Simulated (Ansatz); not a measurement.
# LiMnSO, from a guessed structure to a relaxed one

This structure for LiMnSO is made up. Its elements were placed in a known structure type with a cell scaled to their sizes. What cell does the guess relax to, and how far off was it?

Calculated with Ansatz 0.2.0; DFT, PBEsol, plane-wave PAW, files of the set soft_1, scalar-relativistic, ferromagnetic start, cell and ions relaxed at zero pressure; PAW set soft_1, in the first sound run; inputs show where later runs differ.

In doubt: warnings of the run leave room for a lower electronic state, so energies may not be the lowest and differences between runs may mislead.

## Step 1: Set-up

It takes space group Pmmn (No. 59, orthorhombic). Conventional cell: a = 3.176 Å, b = 5.117 Å, c = 6.504 Å, α = 90.00°, β = 90.00°, γ = 90.00°. Mn has 2 S at 2.17 Å and 4 O at 2.19 to 2.57 Å nearest. Nearest to S lie 2 Mn at 2.17 Å and 4 Li at 2.27 to 2.57 Å. O has 4 Mn at 2.19 to 2.57 Å and 2 Li at 2.48 Å nearest. Nearest to Li lie 4 S at 2.27 to 2.57 Å and 2 O at 2.48 Å. Farther neighbours and most contacts between anions are not listed.

## Step 2: Relaxation of the guess

The guess takes its coordinates from another compound and its volume from a rule, so the cell and any free coordinates are relaxed together.

input.yaml reads:

```yaml
crystal:
  lattice:
    - [3.176, 0.0, 0.0]
    - [0.0, 5.117, 0.0]
    - [0.0, 0.0, 6.504]
  atoms:
    - { symbol: Mn, position: [0.5, 0.5, 0.3669], spin: 4.0 }
    - { symbol: Mn, position: [0.0, 0.0, 0.6331], spin: 4.0 }
    - { symbol: S, position: [0.5, 0.0, 0.8596] }
    - { symbol: S, position: [0.0, 0.5, 0.1404] }
    - { symbol: O, position: [0.5, 0.0, 0.4013] }
    - { symbol: O, position: [0.0, 0.5, 0.5987] }
    - { symbol: Li, position: [0.5, 0.5, 0.8911] }
    - { symbol: Li, position: [0.0, 0.0, 0.1089] }
magnetization:
  spin_polarized: true
kpoints:
  mp_grid: { grid: [8, 5, 4] }
scf:
  occupations: { method: fermi_dirac, width: 0.05 }
hamiltonian:
  xc: pbesol
  pseudopotentials: { kind: paw, azcp: { folder: soft_1 }, xc_functional: pbe }
relax:
  f_tol: 0.015
  max_steps: 70
  cell: {}
output:
  forces: true
  stress: true
```

Command:

```
$ ansatz run input.yaml --threads 4 --pin off --max-ram 10240MiB --backend cpu --events-out ev --progress --plain --runs-dir out
```

Numbers of over 12 decimals in the logs are rounded to 6 here.

Output:

```text
Engine: ansatz 0.2.0, aarch64-unknown-linux-gnu
Pseudopotentials: kind: paw
Pseudopotential: Mn, paw, valence charge 15, recommended cutoff 420 eV (normal), soft_1/Mn.paw.azcp
Pseudopotential: S, paw, valence charge 6, recommended cutoff 420 eV (normal), soft_1/S.paw.azcp
Pseudopotential: O, paw, valence charge 6, recommended cutoff 420 eV (normal), soft_1/O.paw.azcp
Pseudopotential: Li, paw, valence charge 3, recommended cutoff 420 eV (normal), soft_1/Li.paw.azcp
Functional definition: PBEsol
  exchange = pbesol_x
  correlation = pbesol_c
Crystal: 8 atoms, lattice volume = 105.700 Å³
Basis set: ecut = 420 eV, 2063 PW (Γ), exchange–correlation on 48×72×90 points (8 copies of the dense FFT grid, shifted against one another)
Bands: 42, of which v1, the nominal top of the filled ones, is band 30 counted from 1 (29 counted from 0)
Symmetry: 8 space group operations
Space group: Pmmn (ITA 59), of the structure as read, at distance tolerance 4.7e-5 Å
Magnetic group: BNS 59.405 (UNI 503), of the structure as read, at distance tolerance 4.7e-5 Å
k-points: 45 of 160
Non-local potential: Mn, projectors of the file, l = 0: 3, l = 1: 2, l = 2: 3, l = 3: 1
Non-local potential: S, projectors of the file, l = 0: 2, l = 1: 2, l = 2: 1
Non-local potential: O, projectors of the file, l = 0: 2, l = 1: 2, l = 2: 1
Non-local potential: Li, projectors of the file, l = 0: 3, l = 1: 2, l = 2: 1
PAW form: soft (Blöchl's): semilocal exchange-correlation on the pseudo side does not see the compensation charge
PAW frozen core: Mn, regenerated for the run's functional, and the local potential with it (the file was generated under x = pbe(κ = 0.804, μ = 0.219515), c = pbe(β = 0.066725))
PAW frozen core: S, regenerated for the run's functional, and the local potential with it (the file was generated under x = pbe(κ = 0.804, μ = 0.219515), c = pbe(β = 0.066725))
PAW frozen core: O, regenerated for the run's functional, and the local potential with it (the file was generated under x = pbe(κ = 0.804, μ = 0.219515), c = pbe(β = 0.066725))
PAW one-centre angular grid: Mn, 590 points (default); XC on 64 Gauss nodes
PAW one-centre angular grid: S, 110 points (default); XC on 64 Gauss nodes
PAW one-centre angular grid: O, 110 points (default); XC on 64 Gauss nodes
PAW one-centre angular grid: Li, 110 points (default); XC on 64 Gauss nodes
Initial density: superposition of atomic densities (chi_scale 0.1, normalization cell, long waves kept (reshape's long-wave potential 0.15 eV rms))
Starting moments: Σ|m| = 8 μB on 2 of 8 sites
Initial wavefunctions: pseudopotential atomic-orbital guess
Functional: x = pbesol(κ = 0.804, μ = 0.123457), c = pbesol(β = 0.046)
SCF iter   1: F=—  HF=-11041.060391 eV  |F-HF|=—  |Δ(HF+E_count)|=         —  Δρ=1.12e-1 (↑1.12e-1 ↓9.23e-2)  dr2=5.36e1  dr2_m=2.22e-1  M=7.152 μB ∫|m|=7.967 μB  β_m=0.30  ethr=3.10e-3  ⟨swp⟩=7.5  Hψ=16607  notcnv=0  defer=22
Mixer restart at iter 1: flushing history
preconditioner: auto → Kerker (q_TF=auto, 2.483 Å⁻¹)  [metal: Δε(μ)=0.017 eV  Ē_g=9.196 eV  σ=0.050 eV  W_gap=0.08  n_scr=26 (ndim 8)  ℏωp=22.8 eV  f_vac=0.000  D(μ)=5.28/eV (n_scr^D=44)]
spin=Collinear: Kerker preconditioning applied to the charge; magnetization (m = ρ↑ − ρ↓) channel mixes plain (no charge-response kernel on spin).
SCF iter   2: F=—  HF=-11038.458355 eV  |F-HF|=—  |Δ(HF+E_count)|=    2.60e0  Δρ=2.72e-2 (↑2.72e-2 ↓1.85e-2)  dr2=2.22e0  dr2_m=2.18e-1  M=7.884 μB ∫|m|=8.081 μB  β_m=0.31  ethr=3.10e-3  ⟨swp⟩=3.6  Hψ=8800  notcnv=0  defer=255
SCF iter   3: F=—  HF=-11038.195938 eV  |F-HF|=—  |Δ(HF+E_count)|=   2.62e-1  Δρ=2.06e-2 (↑2.06e-2 ↓1.39e-2)  dr2=1.29e0  dr2_m=1.22e-1  M=7.929 μB ∫|m|=8.121 μB  β_m=0.65  ethr=3.10e-3  ⟨swp⟩=1.9  Hψ=4873  notcnv=0  defer=288
SCF iter   4: F=—  HF=-11037.868831 eV  |F-HF|=—  |Δ(HF+E_count)|=   3.27e-1  Δρ=7.61e-3 (↑7.61e-3 ↓4.80e-3)  dr2=2.20e-1  dr2_m=7.56e-3  M=7.982 μB ∫|m|=8.212 μB  β_m=0.73  ethr=2.16e-3  ⟨swp⟩=2.4  Hψ=6433  notcnv=0  defer=320
SCF iter   5: F=—  HF=-11037.868978 eV  |F-HF|=—  |Δ(HF+E_count)|=         —  Δρ=2.37e-3 (↑2.37e-3 ↓1.91e-3)  dr2=5.46e-2  dr2_m=8.53e-4  M=7.991 μB ∫|m|=8.241 μB  β_m=0.73  ethr=3.67e-4  ⟨swp⟩=2.5  Hψ=5743  notcnv=0  defer=344
Mixer restart at iter 5: flushing history
SCF iter   6: F=—  HF=-11037.861233 eV  |F-HF|=—  |Δ(HF+E_count)|=   7.74e-3  Δρ=1.61e-3 (↑1.61e-3 ↓1.45e-3)  dr2=3.40e-2  dr2_m=2.38e-4  M=7.991 μB ∫|m|=8.244 μB  β_m=0.87  ethr=9.10e-5  ⟨swp⟩=3.0  Hψ=6098  notcnv=0  defer=344
SCF iter   7: F=—  HF=-11037.858499 eV  |F-HF|=—  |Δ(HF+E_count)|=   2.73e-3  Δρ=2.48e-3 (↑2.48e-3 ↓1.26e-3)  dr2=1.41e-2  dr2_m=4.55e-4  M=7.993 μB ∫|m|=8.256 μB  β_m=0.71  ethr=5.67e-5  ⟨swp⟩=2.5  Hψ=6350  notcnv=0  defer=344
SCF iter   8: F=—  HF=-11037.855454 eV  |F-HF|=—  |Δ(HF+E_count)|=   3.05e-3  Δρ=5.12e-4 (↑4.05e-4 ↓5.12e-4)  dr2=2.32e-3  dr2_m=2.17e-5  M=7.992 μB ∫|m|=8.254 μB  β_m=0.85  ethr=2.35e-5  ⟨swp⟩=2.0  Hψ=6959  notcnv=0  defer=345
SCF iter   9: F=—  HF=-11037.855264 eV  |F-HF|=—  |Δ(HF+E_count)|=   1.90e-4  Δρ=1.44e-4 (↑1.44e-4 ↓1.29e-4)  dr2=8.86e-5  dr2_m=1.84e-6  M=7.992 μB ∫|m|=8.257 μB  β_m=0.86  ethr=3.86e-6  ⟨swp⟩=2.1  Hψ=5354  notcnv=0  defer=345
SCF iter  10: F=—  HF=-11037.855247 eV  |F-HF|=—  |Δ(HF+E_count)|=   1.71e-5  Δρ=1.26e-4 (↑1.20e-4 ↓1.26e-4)  dr2=5.36e-5  dr2_m=1.06e-6  M=7.993 μB ∫|m|=8.257 μB  β_m=0.93  ethr=1.48e-7  ⟨swp⟩=2.1  Hψ=5254  notcnv=0  defer=345
SCF iter  11: F=—  HF=-11037.855270 eV  |F-HF|=—  |Δ(HF+E_count)|=   2.31e-5  Δρ=4.26e-5 (↑2.33e-5 ↓4.26e-5)  dr2=7.07e-6  dr2_m=3.12e-7  M=7.993 μB ∫|m|=8.257 μB  β_m=0.96  ethr=8.93e-8  ⟨swp⟩=2.2  Hψ=5328  notcnv=0  defer=345
SCF iter  12: F=—  HF=-11037.855269 eV  |F-HF|=—  |Δ(HF+E_count)|=   5.00e-7  Δρ=1.56e-5 (↑1.40e-5 ↓1.56e-5)  dr2=8.05e-7  dr2_m=4.58e-9  M=7.993 μB ∫|m|=8.257 μB  β_m=0.98  ethr=1.18e-8  ⟨swp⟩=2.1  Hψ=5233  notcnv=0  defer=345
SCF iter  13: F=—  HF=-11037.855270 eV  |F-HF|=—  |Δ(HF+E_count)|=   5.10e-7  Δρ=5.25e-6 (↑3.76e-6 ↓5.25e-6)  dr2=1.08e-7  dr2_m=6.16e-9  M=7.993 μB ∫|m|=8.257 μB  β_m=0.99  ethr=1.34e-9  ⟨swp⟩=2.0  Hψ=5566  notcnv=0  defer=345
SCF iter  14: F=—  HF=-11037.855270 eV  |F-HF|=—  |Δ(HF+E_count)|=   8.66e-9  Δρ=1.25e-6 (↑1.25e-6 ↓1.17e-6)  dr2=7.68e-9  dr2_m=1.07e-10  M=7.993 μB ∫|m|=8.257 μB  β_m=1.00  ethr=1.80e-10  ⟨swp⟩=2.0  Hψ=5490  notcnv=0  defer=345
SCF iter  15: F=-11037.855270 eV  HF=-11037.855270 eV  |F-HF|=6.04e-9  |Δ(HF+E_count)|=   1.35e-9  Δρ=1.39e-6 (↑9.93e-7 ↓1.39e-6)  dr2=7.35e-9  dr2_m=8.43e-11  M=7.993 μB ∫|m|=8.257 μB  ethr=1.28e-11  ⟨swp⟩=1.0  Hψ=10480  notcnv=0
[...]
relax step   8: F+E_penalty+E_count = -11039.96090296 eV  Δ(F+E_penalty+E_count) = -6.286e-4 eV  max|allowed force component| = 1.135e-2 eV/Å  Δτ_max = 0.0049 Å  P = -0.013 GPa  Ω = 100.819 Å³  energy of the carried Pulay correction = +7.179e-3 eV  (7 SCF iters, dr2 threshold 1.24e-7 eV, accepted)
relax step   9: F+E_penalty+E_count = -11039.96085613 eV  Δ(F+E_penalty+E_count) = +4.682e-5 eV  max|allowed force component| = 1.292e-3 eV/Å  Δτ_max = 0.0023 Å  P = -0.001 GPa  Ω = 100.871 Å³  energy of the carried Pulay correction = +7.102e-3 eV  (8 SCF iters, dr2 threshold 9.05e-9 eV, accepted)
relax step  10: F+E_penalty+E_count = -11039.95835129 eV  Δ(F+E_penalty+E_count) = +2.505e-3 eV  max|allowed force component| = 2.506e-3 eV/Å  Δτ_max = 0.0000 Å  P = -0.002 GPa  Ω = 100.871 Å³  stress off target by 1.54e-1 GPa  SCF on the basis re-selected at this cell (its energy is not comparable with the rows above)  (10 SCF iters)
relax step  11: F+E_penalty+E_count = -11039.95847996 eV  Δ(F+E_penalty+E_count) = -1.287e-4 eV  max|allowed force component| = 6.734e-4 eV/Å  Δτ_max = 0.0054 Å  P = +0.005 GPa  Ω = 100.898 Å³  energy of the carried Pulay correction = -9.167e-5 eV  (7 SCF iters, dr2 threshold 5.90e-8 eV, accepted)
iter 1 solved again at ethr=1.08e-6 eV; its pass at ethr=3.10e-3 eV (dr2=6.51e-4 eV) is discarded
SCF iter   1: F=—  HF=-11039.958618 eV  |F-HF|=—  |Δ(HF+E_count)|=         —  Δρ=1.05e-5 (↑1.05e-5 ↓7.54e-6)  dr2=4.65e-8  dr2_m=4.15e-9  M=7.999 μB ∫|m|=8.300 μB  β_m=0.65  ethr=1.08e-6  ⟨swp⟩=3.2  Hψ=26281  notcnv=0
eigensolver tolerance schedule: the retry pair's looser diagonalisation over-reported the residual by 13980.41 of it (diagonalisation noise at an unbounded share of the residual, at the tolerance the schedule requests for it); recorded, not acted on — ethr = c·dr2/N_el stays at c = 1.0e-1
preconditioner: auto → Resta (q_TF=auto, 2.502 Å⁻¹)  ε∞=6.4  [insulator: Δε(μ)=0.469 eV  Ē_g=10.082 eV  σ=0.050 eV  W_gap=0.98  n_scr=24 (ndim 8)  ℏωp=23.4 eV  f_vac=0.000  D(μ)=0.02/eV (n_scr^D=0)  ε∞_Penn≈6.4]
spin=Collinear: Resta preconditioning applied to the charge; magnetization (m = ρ↑ − ρ↓) channel mixes plain (no charge-response kernel on spin).
SCF iter   2: F=—  HF=-11039.958619 eV  |F-HF|=—  |Δ(HF+E_count)|=   9.97e-7  Δρ=4.36e-6 (↑4.36e-6 ↓3.13e-6)  dr2=9.51e-9  dr2_m=1.85e-9  M=7.999 μB ∫|m|=8.300 μB  β_m=0.49  ethr=7.76e-11  ⟨swp⟩=3.9  Hψ=8889  notcnv=0
SCF iter   3: F=—  HF=-11039.958619 eV  |F-HF|=—  |Δ(HF+E_count)|=   5.37e-8  Δρ=2.34e-6 (↑2.34e-6 ↓1.88e-6)  dr2=2.43e-9  dr2_m=2.63e-10  M=7.999 μB ∫|m|=8.300 μB  β_m=0.64  ethr=1.58e-11  ⟨swp⟩=2.2  Hψ=5791  notcnv=0
SCF iter   4: F=—  HF=-11039.958619 eV  |F-HF|=—  |Δ(HF+E_count)|=   2.46e-8  Δρ=3.63e-7 (↑3.63e-7 ↓2.34e-7)  dr2=3.76e-10  dr2_m=9.48e-12  M=7.999 μB ∫|m|=8.300 μB  β_m=0.61  ethr=4.05e-12  ⟨swp⟩=2.0  Hψ=5578  notcnv=0
SCF iter   5: F=—  HF=-11039.958619 eV  |F-HF|=—  |Δ(HF+E_count)|=  1.16e-10  Δρ=1.49e-7 (↑1.31e-7 ↓1.49e-7)  dr2=9.73e-11  dr2_m=8.67e-13  M=7.999 μB ∫|m|=8.300 μB  β_m=0.81  ethr=1.00e-12  ⟨swp⟩=1.6  Hψ=4340  notcnv=0
SCF iter   6: F=—  HF=-11039.958619 eV  |F-HF|=—  |Δ(HF+E_count)|=  1.07e-10  Δρ=7.66e-8 (↑3.48e-8 ↓7.66e-8)  dr2=1.13e-11  dr2_m=1.10e-12  M=7.999 μB ∫|m|=8.300 μB  β_m=0.90  ethr=1.00e-12  ⟨swp⟩=1.0  Hψ=3784  notcnv=0
SCF iter   7: F=-11039.958619 eV  HF=-11039.958619 eV  |F-HF|=9.09e-12  |Δ(HF+E_count)|=  1.09e-11  Δρ=7.24e-8 (↑7.24e-8 ↓5.03e-8)  dr2=1.08e-11  dr2_m=1.83e-13  M=7.999 μB ∫|m|=8.300 μB  ethr=1.00e-12  ⟨swp⟩=3.0  Hψ=11945  notcnv=0
SCF 12 converged in 7 iterations: F = -11039.958619 eV  dr2 = 1.08e-11
relax step  12: F+E_penalty+E_count = -11039.95861885 eV  Δ(F+E_penalty+E_count) = -1.389e-4 eV  max|allowed force component| = 7.859e-4 eV/Å  Δτ_max = 0.0000 Å  P = +0.005 GPa  Ω = 100.898 Å³  stress off target by 2.75e-2 GPa  SCF on the basis re-selected at this cell (its energy is not comparable with the rows above)  (7 SCF iters)
basis re-selected at this cell: Δ(F+E_penalty+E_count) = -1.389e-4 eV, ΔP = +0.000 GPa vs the last step (what re-selecting the basis moved, of the pressure what is left beyond the Pulay correction that the steps carried, after the strain that the cell walked since its last selection, with what the two solves' SCF thresholds leave and, on support functions, any second-order correction that the steps lacked; it is no m [...]
WARN: an SCF from antiferromagnetic starting moments (-4.00, 4.00, 0.00, 0.00, 0.00, 0.00, 0.00, 0.00 Bohr magnetons, atom by atom) was not made, by what the run has read of turns of its moments that order reads lower: the deck asks for what bars it, or types moments that do (magnetization.spin_polarized, in the input reference, names some of the keys), or the run goes by scf.lower_state_search: light, the default, which as a rule tries one only behind a close that has lost an order of both signs, or on which an open d or half-filled 4f shell of a PAW file has lost a moment that was set nearer to Hund's than to what is left; [rest of the remark cut]
SCF converged after 7 iterations
Magnetization: 7.9990 μB (33.9995 up, 26.0005 down)
Absolute magnetization: 8.2975 μB (∫|ρ↑−ρ↓|, with the PAW one-centre terms)
Spin contamination: 0.1098 ħ² per cell (⟨S²⟩ above its minimum at these occupations)
Per-site moments (μB) at R_I (Å): [(3.187091, 0.815004), (3.187091, 0.815004), (-0.011417, 0.931013), (-0.011417, 0.931013), (0.192130, 0.815004), (0.192130, 0.815004), (0.00219665, 0.861609), (0.00219665, 0.861609)]
Free energy (F): -11039.958619 eV
Harris-Foulkes:  -11039.958619 eV  (|F-HF|=9.09e-12)
Internal energy: -11039.958210 eV  (E = F + TS)
E sigma→0 (E₀):  -11039.958414 eV
Entropy (-TS):   -0.000409 eV (-0.051 meV/atom)
Fermi energy:    8.710198 eV
--- Per-component energies (eV) ---
  E_band       = -800.336367
  E_kinetic    = 1211.740430
  E_local      = -8074.332257  (includes V_loc(G=0)·N_el)
  E_nonlocal   = 1057.978641
  E_hartree    = 3242.820089
  E_xc         = -551.495834
  E_vxc        = -647.345715  (∫ρ·V_xc dr)
  E_paw        = -4138.814207  (= ΣΔE_a)
  E_vpaw       = -834.019715  (= ΣTr[D̂ρ^β])
  E_aug_tail   = 0.002225  (compensation charges beyond the density's cutoff)
  E_ewald      = -3788.391074
  E_core_change = 0.533776  (= ΣΔE_core)
  E_smearing   = -0.000409  (= −TS)
  E_closure    = -0.000000  (closes the sum)
  Σ components = -11039.958619   (vs F -11039.958619, Δ=0.00e0)
--- Forces (eV/Å), atoms counted from 1 ---
  atom   1  Mn     0.00000000     0.00000000     0.00031518
  atom   2  Mn     0.00000000     0.00000000    -0.00031518
  atom   3  S      0.00000000     0.00000000    -0.00057437
  atom   4  S      0.00000000     0.00000000     0.00057437
  atom   5  O      0.00000000     0.00000000     0.00078595
  atom   6  O      0.00000000     0.00000000    -0.00078595
  atom   7  Li     0.00000000     0.00000000    -0.00066469
  atom   8  Li     0.00000000     0.00000000     0.00066469
  max |Σ_I F_I| component: 0.00e0 eV/Å
--- Stress (GPa, compression-positive) ---
       -0.001296       0.000000       0.000000
        0.000000      -0.010914       0.000000
        0.000000       0.000000       0.027496
  P = ⅓ Tr σ = 0.0051 GPa (0.051 kbar)
--- Relaxed structure (10 steps of the walk, 10 accepted, 2 SCFs on fresh bases) ---
  F+E_penalty+E_count = -11039.95861885 eV   max|allowed force component| = 7.859e-4 eV/Å   (the final SCF, on the basis selected at the relaxed cell)
  cell:  # Å, volume = 100.8979 Å³
    - [3.004445, 0.0, 0.0]
    - [0.0, 4.936270, 0.0]
    - [0.0, 0.0, 6.803291]
  atoms:
    - { symbol: Mn, position: [0.500000, 0.500000, 0.394491] }
    - { symbol: Mn, position: [0.0, 0, 0.605509] }
    - { symbol: S, position: [0.500000, 0, 0.853103] }
    - { symbol: S, position: [0.0, 0.500000, 0.146897] }
    - { symbol: O, position: [0.500000, 0, 0.416872] }
    - { symbol: O, position: [0.0, 0.500000, 0.583128] }
    - { symbol: Li, position: [0.500000, 0.500000, 0.796447] }
    - { symbol: Li, position: [0.0, 0, 0.203553] }
```

The job ended after 89 s (4 threads of Arm Neoverse V1, shared host; peak memory 0.66 GiB).

Step by step:

```tsv
step	energy less that of the first step (eV)	largest force component (eV/Å)	pressure (GPa)	volume (Å³)
1	0.0000	4.4003	-3.47	105.70
2	-1.5153	1.5854	0.17	98.15
3	-1.9072	1.0282	4.49	96.52
4	-2.0095	0.3570	2.32	99.44
5	-2.0828	0.1626	-0.73	101.54
6	-2.1035	0.0510	-0.28	101.02
7	-2.1050	0.0105	0.03	100.82
8	-2.1056	0.0114	-0.01	100.82
9	-2.1056	0.0013	0.00	100.87
10*	-2.1031	0.0025	0.00	100.87
11	-2.1032	0.0007	0.00	100.90
12*	-2.1033	0.0008	0.01	100.90
```

Relaxation steps marked * repeat the geometry before them on a plane-wave basis chosen anew for their cell, so energy and pressure can jump there.

Forces are held to the 8 operations that the run works with; a distortion that breaks them can't arise in this run.

```tsv
conventional cell, symmetrised	before	after	change
a (Å)	3.176	3.004	-5.4 %
b (Å)	5.117	4.936	-3.5 %
c (Å)	6.504	6.803	+4.6 %
volume (Å³/atom)	13.21	12.61	-4.5 %
```

The atoms that moved most (Å, as changes of fractional coordinates times the final cell):

```tsv
atom	dx	dy	dz	length
Li7	0.000	0.000	-0.644	0.644
Li8	0.000	0.000	0.644	0.644
Mn2	0.000	0.000	-0.188	0.188
Mn1	0.000	0.000	0.188	0.188
O6	0.000	0.000	-0.106	0.106
O5	0.000	0.000	0.106	0.106
S4	0.000	0.000	0.044	0.044
S3	0.000	0.000	-0.044	0.044
```

Final coordinates:

```cif
data_structure
_symmetry_space_group_name_H-M 'P 1'
_symmetry_Int_Tables_number 1
_cell_length_a 3.0044
_cell_length_b 4.9363
_cell_length_c 6.8033
_cell_angle_alpha 90.000
_cell_angle_beta 90.000
_cell_angle_gamma 90.000
_cell_volume 100.90
loop_
_atom_site_label
_atom_site_type_symbol
_atom_site_fract_x
_atom_site_fract_y
_atom_site_fract_z
_atom_site_occupancy
Mn1 Mn 0.50000 0.50000 0.39449 1
Mn2 Mn 0.00000 0.00000 0.60551 1
S3 S 0.50000 0.00000 0.85310 1
S4 S 0.00000 0.50000 0.14690 1
O5 O 0.50000 0.00000 0.41687 1
O6 O 0.00000 0.50000 0.58313 1
Li7 Li 0.50000 0.50000 0.79645 1
Li8 Li 0.00000 0.00000 0.20355 1
```

Numbers from this step:

| Property | Result |
| --- | --- |
| free energy | -11039.9586 eV |
| energy at zero smearing | -11039.9584 eV |
| Fermi energy | 8.710 eV |
| gap by band count | 0.4692 eV |
| magnetization | 7.999 μB |
| absolute magnetization | 8.298 μB |
| site moments | 3.187, 3.187, -0.01142, -0.01142, 0.1921, 0.1921, 0.002197, 0.002197 μB |
| electrons | 60 |
| symmetry operations | 8 |
| pressure | 0.005095 GPa |

Site moment by atom:

```tsv
atom	site moment (μB)
Mn1	3.19
Mn2	3.19
S3	-0.01
S4	-0.01
O5	0.19
O6	0.19
Li7	0.00
Li8	0.00
```

Shortest distances by pair of elements, guess and relaxed (not always the same contact):

```tsv
pair	guess (Å)	relaxed (Å)
Mn–O	2.190	1.976
Li–O	2.478	2.089
Mn–S	2.166	2.257
Li–S	2.270	2.498
Li–Mn	3.095	2.735
```

The relaxation ends with a largest force component of 7.9e-4 eV/Å and a pressure of 0.01 GPa.

(Part 1 of 2 ends here.)

[Logs are printed without paths, hosts, clocks, repeated set-up lines and the standing remarks that a program may print on its own settings, such as how far it seeks lower states.]

[Hosts, paths, dates, database ids (printed as entryN), source tags and the programs' standing remarks are cut or masked in the printed files.]
